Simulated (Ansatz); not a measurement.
# Starting-point dependence of the GW gap of TiO2 (Rutile), part 2 of 2

Aim: G0W0 for TiO2 (Rutile) on several starting functionals, at one mesh, band count and screening cutoff.

Ansatz 0.2.0; G0W0 on several functionals, plane waves, PAW. Known limits of the many-body steps: not at the basis limit; coarse k mesh.

So far. Step 4 (G0W0 on r2SCAN): Against the run with 4×4×4 mesh, 141 empty bands, screening to 100 eV, PAW set soft_1 files on PBE, the gap moves by −0.03 eV, while the start moved by +0.34 eV. Step 5 (G0W0 on HSE06): Against the run with 4×4×4 mesh, 141 empty bands, screening to 100 eV, PAW set soft_1 files on r2SCAN, the gap moves by +0.38 eV, while the start moved by +1.17 eV.

In doubt: masses and optical values from hybrid runs of this build are listed as unsure (steps 5, 6, 7), which bears on the screening that GW takes from such a start.

### 6. G0W0 on PBE0

This step: G0W0 on PBE0, plane waves, PAW; PAW set soft_1.

The input, input.yaml:

```yaml
crystal:
  lattice:
    - [4.5922, 0.0, 0.0]
    - [0.0, 4.5922, 0.0]
    - [0.0, 0.0, 2.9574]
  atoms:
    - { symbol: Ti, position: [0.0, 0.0, 0.0] }
    - { symbol: Ti, position: [0.5, 0.5, 0.5] }
    - { symbol: O, position: [0.30496, 0.30496, 0.0] }
    - { symbol: O, position: [0.19504, 0.80496, 0.5] }
    - { symbol: O, position: [0.69504, 0.69504, 0.0] }
    - { symbol: O, position: [0.80496, 0.19504, 0.5] }
kpoints:
  mp_grid: { grid: [4, 4, 4] }
hamiltonian:
  xc: pbe0
  pseudopotentials: { kind: paw, azcp: { folder: soft_1 } }
scf:
  occupations: { method: fixed }
gw:
  n_empty_bands: 141
  ecut_chi: 100
  qp_bands: [v2, c2]
  qp_kpoints: band_edges
  screening: { model: contour_deformation }
```

Run with:

```console
$ ansatz run input.yaml --threads 2 --pin off --max-ram 73728MiB --backend cuda --events-out ev --progress --plain --runs-dir out --devices 1 --max-vram 13GiB
```

Numbers of over 12 decimals in the logs are rounded to 6 here.

Log:

```text
GPUs: using 1 of 1 available (devices: 1).
[...]
GPU FFT provider: cuFFT
GPU libraries: cuBLAS 13.8.2, cuFFT 12.4.0, cuSOLVER 12.3.4
Crystal: 6 atoms, lattice volume = 62.367 Å³
Basis set: ecut = 420 eV, 1217 PW (Γ)
Bands: 30, of which v1, the nominal top of the filled ones, is band 24 counted from 1 (23 counted from 0)
Symmetry: 16 space group operations
[...]
k-points: 18 of 64
[...]
1    25     12.2776   -12.7077    -6.3987   -19.6432  0.7693    12.8181    12.8145  root
     1    26     12.6274   -13.4439    -6.2386   -20.3184  0.7737    13.2682    13.2633  root
[...]
17    23      6.9822   -26.3369     4.3230   -22.8017  0.7746     7.7637     7.7700  root
    17    24      6.9822   -26.3369     4.3230   -22.8017  0.7746     7.7637     7.7700  root
    17    25     12.6568   -13.0711    -6.1917   -19.7914  0.7659    13.1890    13.1854  root
    17    26     12.6568   -13.0711    -6.1917   -19.7914  0.7659    13.1890    13.1854  root
[key lines of the parts left out:]
Free energy (F): -7276.645659 eV
Fermi energy:    7.721023 eV
```

The job ended after 39 s (1 × NVIDIA H100 80GB HBM3 (shared by 6 runs) with 2 threads of AMD EPYC 7R13 (Zen 3), shared host; peak memory 1.6 GiB).

Numbers from this step:

```yaml
bands_summed: 165
rpa_eps_infinity_on_this_mesh_eigenvalues: 4.609, 4.609, 5.477
plane_waves_in_the_screening_matrix: 145
g0w0_gap_on_the_mesh: 3.855 eV
k_of_the_valence_top: 0, 0, 0
k_of_the_conduction_bottom: 0, -0.5, -0.5
starting_gap_on_the_mesh: 4.163 eV
least_direct_g0w0_gap_on_the_computed_points: 3.912 eV
```

Against the run with 4×4×4 mesh, 141 empty bands, screening to 100 eV, PAW set soft_1 files on HSE06, the gap moves by +0.28 eV, while the start moved by +0.76 eV.

### 7. G0W0 on Hartree-Fock

This step: G0W0 on Hartree-Fock, plane waves, PAW; PAW set soft_1.

Edit input.yaml of step 6 so:

```diff
@@ -15,3 +15,3 @@
 hamiltonian:
-  xc: pbe0
+  xc: hf
   pseudopotentials: { kind: paw, azcp: { folder: soft_1 } }
```

Log:

```text
GPUs: using 1 of 1 available (devices: 1).
[...]
GPU FFT provider: cuFFT
GPU libraries: cuBLAS 13.8.2, cuFFT 12.4.0, cuSOLVER 12.3.4
Crystal: 6 atoms, lattice volume = 62.367 Å³
Basis set: ecut = 420 eV, 1217 PW (Γ)
Bands: 30, of which v1, the nominal top of the filled ones, is band 24 counted from 1 (23 counted from 0)
Symmetry: 16 space group operations
[...]
k-points: 18 of 64
[...]
3    25     17.3649   -11.4052    -4.1625   -11.4224  0.8810    13.2693    13.2197  root
     3    26     17.6961   -11.1107    -4.0870   -11.1229  0.8815    13.6690    13.6213  root
[...]
17    23      3.6382   -26.6555     3.2890   -26.6365  0.8762     6.8784     6.9082  root
    17    24      3.6382   -26.6555     3.2890   -26.6365  0.8762     6.8784     6.9082  root
    17    25     18.0061   -11.1874    -4.2949   -11.1977  0.8767    13.7783    13.7215  root
    17    26     18.0061   -11.1874    -4.2949   -11.1977  0.8767    13.7783    13.7215  root
[key lines of the parts left out:]
Free energy (F): -7197.166282 eV
Fermi energy:    4.487574 eV
```

The job ended after 44 s (1 × NVIDIA H100 80GB HBM3 (shared by 6 runs) with 2 threads; peak memory 1.5 GiB).

This step gave:

```
bands summed                                 : 165
RPA ε∞ on this mesh (eigenvalues)            : 2.379, 2.379, 2.597
plane waves in the screening matrix          : 145
G0W0 gap on the mesh                         : 5.030 eV
k of the valence top                         : 0, 0, 0
k of the conduction bottom                   : 0, 0, 0
starting gap on the mesh                     : 12.51 eV
least direct G0W0 gap on the computed points : 5.030 eV
```

Against the run with 4×4×4 mesh, 141 empty bands, screening to 100 eV, PAW set soft_1 files on PBE0, the gap moves by +1.17 eV, while the start moved by +8.34 eV.

### 8. Side by side

All on the 4×4×4 mesh with 141 empty bands and screening to 100 eV. Times are wall times on 1 × NVIDIA H100 80GB HBM3 (shared by 6 runs) with 2 threads of AMD EPYC 7R13 (Zen 3), shared host, good to a factor of about two.

```tsv
start	starting gap (eV)	shift (eV)	G0W0 gap (eV)	RPA ε∞ (harmonic mean)	Z (valence, conduction)	time
LDA	1.81	+1.47	3.28	8.15	0.71, 0.72	8.2 s
PBE	1.90	+1.34	3.23	7.82	0.71, 0.72	11 s
r2SCAN	2.23	+0.97	3.20	6.81	0.72, 0.73	9.5 s
HSE06	3.40	+0.18	3.58	5.29	0.76, 0.76	33 s
PBE0	4.16	−0.31	3.86	4.87	0.77, 0.78	39 s
Hartree-Fock	12.51	−7.48	5.03	2.45	0.87, 0.88	44 s
```

The parts of the quasiparticle energy at the two band edges (eV; QP = start + Σx + Σc − Vxc):

```tsv
run	edge	start	Σx	Σc	Vxc	Z	QP
LDA	valence top	8.70	-25.98	4.65	-21.44	0.71	8.81
LDA	conduction bottom	10.53	-13.11	-6.85	-21.52	0.72	12.09
PBE	valence top	9.07	-26.12	4.78	-21.33	0.71	9.06
PBE	conduction bottom	11.00	-13.13	-6.79	-21.21	0.72	12.29
r2SCAN	valence top	8.74	-26.21	4.70	-21.75	0.72	8.98
r2SCAN	conduction bottom	11.02	-12.99	-6.72	-20.88	0.73	12.18
HSE06	valence top	8.12	-26.34	4.51	-22.41	0.76	8.70
HSE06	conduction bottom	11.55	-12.46	-6.26	-19.45	0.76	12.28
```

For a hybrid start, Vxc holds its share of exact exchange. Where G0W0 reorders the edges (LDA, PBE, r2SCAN and HSE06), the two states listed lie further apart at the start than the starting gap.

### 9. Results

```json
{
  "G0W0@LDA": "3.28 eV (start 1.81 eV)",
  "G0W0@PBE": "3.23 eV (start 1.90 eV)",
  "G0W0@r2SCAN": "3.20 eV (start 2.23 eV)",
  "G0W0@HSE06": "3.58 eV (start 3.40 eV)",
  "G0W0@PBE0": "3.86 eV (start 4.16 eV)",
  "G0W0@Hartree-Fock": "5.03 eV (start 12.51 eV)",
  "known limits": "not at the basis limit; coarse k mesh"
}
```

The starting gaps span 10.70 eV and the G0W0 gaps 1.83 eV. Between LDA and Hartree-Fock, 1.75 eV of the 10.70 eV survives, 16 %. The order is not kept throughout: PBE starts 0.09 eV above LDA and ends 0.04 eV below it, so orbitals matter beside the gap. Hartree-Fock screens less than LDA (ε∞ 2.45 against 8.15). Of the 1.75 eV by which its G0W0 gap is higher, the correlation part gives +3.96 eV, and exchange with the one-particle terms, which follow the orbitals, −2.20 eV. On PBE0 and Hartree-Fock the correction is negative: that start lies above its own G0W0 value. The smallest correction, +0.18 eV, is on HSE06, the start nearest to reproducing itself. Bands and cutoff are finite, so the gap is not at the basis limit. The miss can reach some tenths of an eV and take either sign; the mesh is an error of its own. The 4×4×4 mesh is coarse for this cell (its supercell is 12 Å along the shortest edge). The RPA ε∞ on it, from the LDA start, is 7.59 and 9.54; such meshes misread the long-range screening, most where the gap is narrow. The program warns that the mesh is coarse for exact exchange, which bears on the hybrid start's gap.

[Paths, hosts, dates, memory and timing lines, banners, echoed tables and standing remarks are left out of the program output.]

[Logs are printed without paths, hosts, clocks, repeated set-up lines and the standing remarks that a program may print on its own settings, such as how far it seeks lower states.]

[Runs of the session that timed out or met a known fault of the program may be left out.]

[Cells called generated may have been cut or substituted from an entry of the Crystallography Open Database or the Materials Project.]

[Hosts, paths, dates, database ids (printed as entryN), source tags and the programs' standing remarks are cut or masked in the printed files.]
